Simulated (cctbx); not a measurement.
# Which space group?

Cell: a = 9.4180 Å, b = 9.4180 Å, c = 7.7110 Å, α = 90.00°, β = 90.00°, γ = 120.00°. Expected content of the cell: Tl8 Sn8 Sc8.

The data are simulated with cctbx, not measured: Mo Kα, λ = 0.71073 Å, to d = 0.6 Å, 50 % of the full sphere, strongest reflection 40000 counts, noise from counting, a 1.5 % proportional error and a noise floor of 15 counts (s.d.); no absorption, some extinction.

Tests on the unmerged data give:

```text
5680 reflections to d = 0.601 A
centring   violations  <I/sigma> of those
    A       1741 of  2821     10.4
    B       1740 of  2811     10.5
    C       1815 of  2888      9.3
    I       1772 of  2851     10.5
    R       2540 of  3788     12.4
    F       2648 of  4260     10.1
Laue class    unique    Rint  (classes that these axes allow; Friedel mates merged)
P -1             4272   0.069
P 1 1 2/m        2795   0.064
P -3             1898   0.064
P -3 1 m         1046   0.068
P -3 m 1         1099   0.068
P 6/m            1024   0.068
P 6/m m m         624   0.071
space group    extra absences  I>4sigma  <I/sigma>
P 6 2 2                 0          0         -  acentric
P 63 2 2                9          0      -0.1  acentric
P 6 m m                 0          0         -  acentric
P 63 m c              224          0      -0.0  acentric
P -6 m 2                0          0         -  acentric
P -6 2 m                0          0         -  acentric
P -6 2 c              224          0      -0.0  acentric
P 6/m m m               0          0         -  centric
P 63/m m c            224          0      -0.0  centric
Wilson B = 0.87 A^2   <|E^2-1|> = 0.900 (0.968 centric, 0.736 acentric)   E^2>4: 2.3 %
shell (A)         n   <I/sigma>
 8.16 - 1.20     98     36.3
 1.20 - 0.95     80     27.8
 0.95 - 0.83     80     24.4
 0.83 - 0.76     74     22.0
 0.76 - 0.70     74     20.1
 0.70 - 0.66     77     19.3
 0.66 - 0.63     67     19.0
 0.63 - 0.60     74     13.2
```

Q: Read the symmetry from these tables.

Every centring test has many violations, so the lattice is primitive.

Rint stays low (0.064 to 0.071) up to P 6/m m m, the highest class in these axes. It includes Bijvoet differences, since Friedel mates are merged.

9 settings pass the absence test. The most absences obeyed, 224, belong to P 63 m c, P -6 2 c and P 63/m m c, which absences can't tell apart.

⟨|E²−1|⟩ = 0.900 leans to a centrosymmetric structure. Here that hint misleads: the statistic assumes many like atoms on general positions, and few, heavy or special-position atoms break it. The Wilson B of 0.87 Å² means U ≈ 0.0110 Å².

The true group is P6_3mc (no. 186), Laue class 6/mmm, non-centrosymmetric. The tables only narrow the choice to the tied entries; cell content, site symmetry and trial solutions must settle it.

This is a model crystal, built by substitution and not relaxed, with assumed displacement parameters.

[Logs are printed without paths, hosts, clocks, repeated set-up lines and the standing remarks that a program may print on its own settings, such as how far it seeks lower states.]
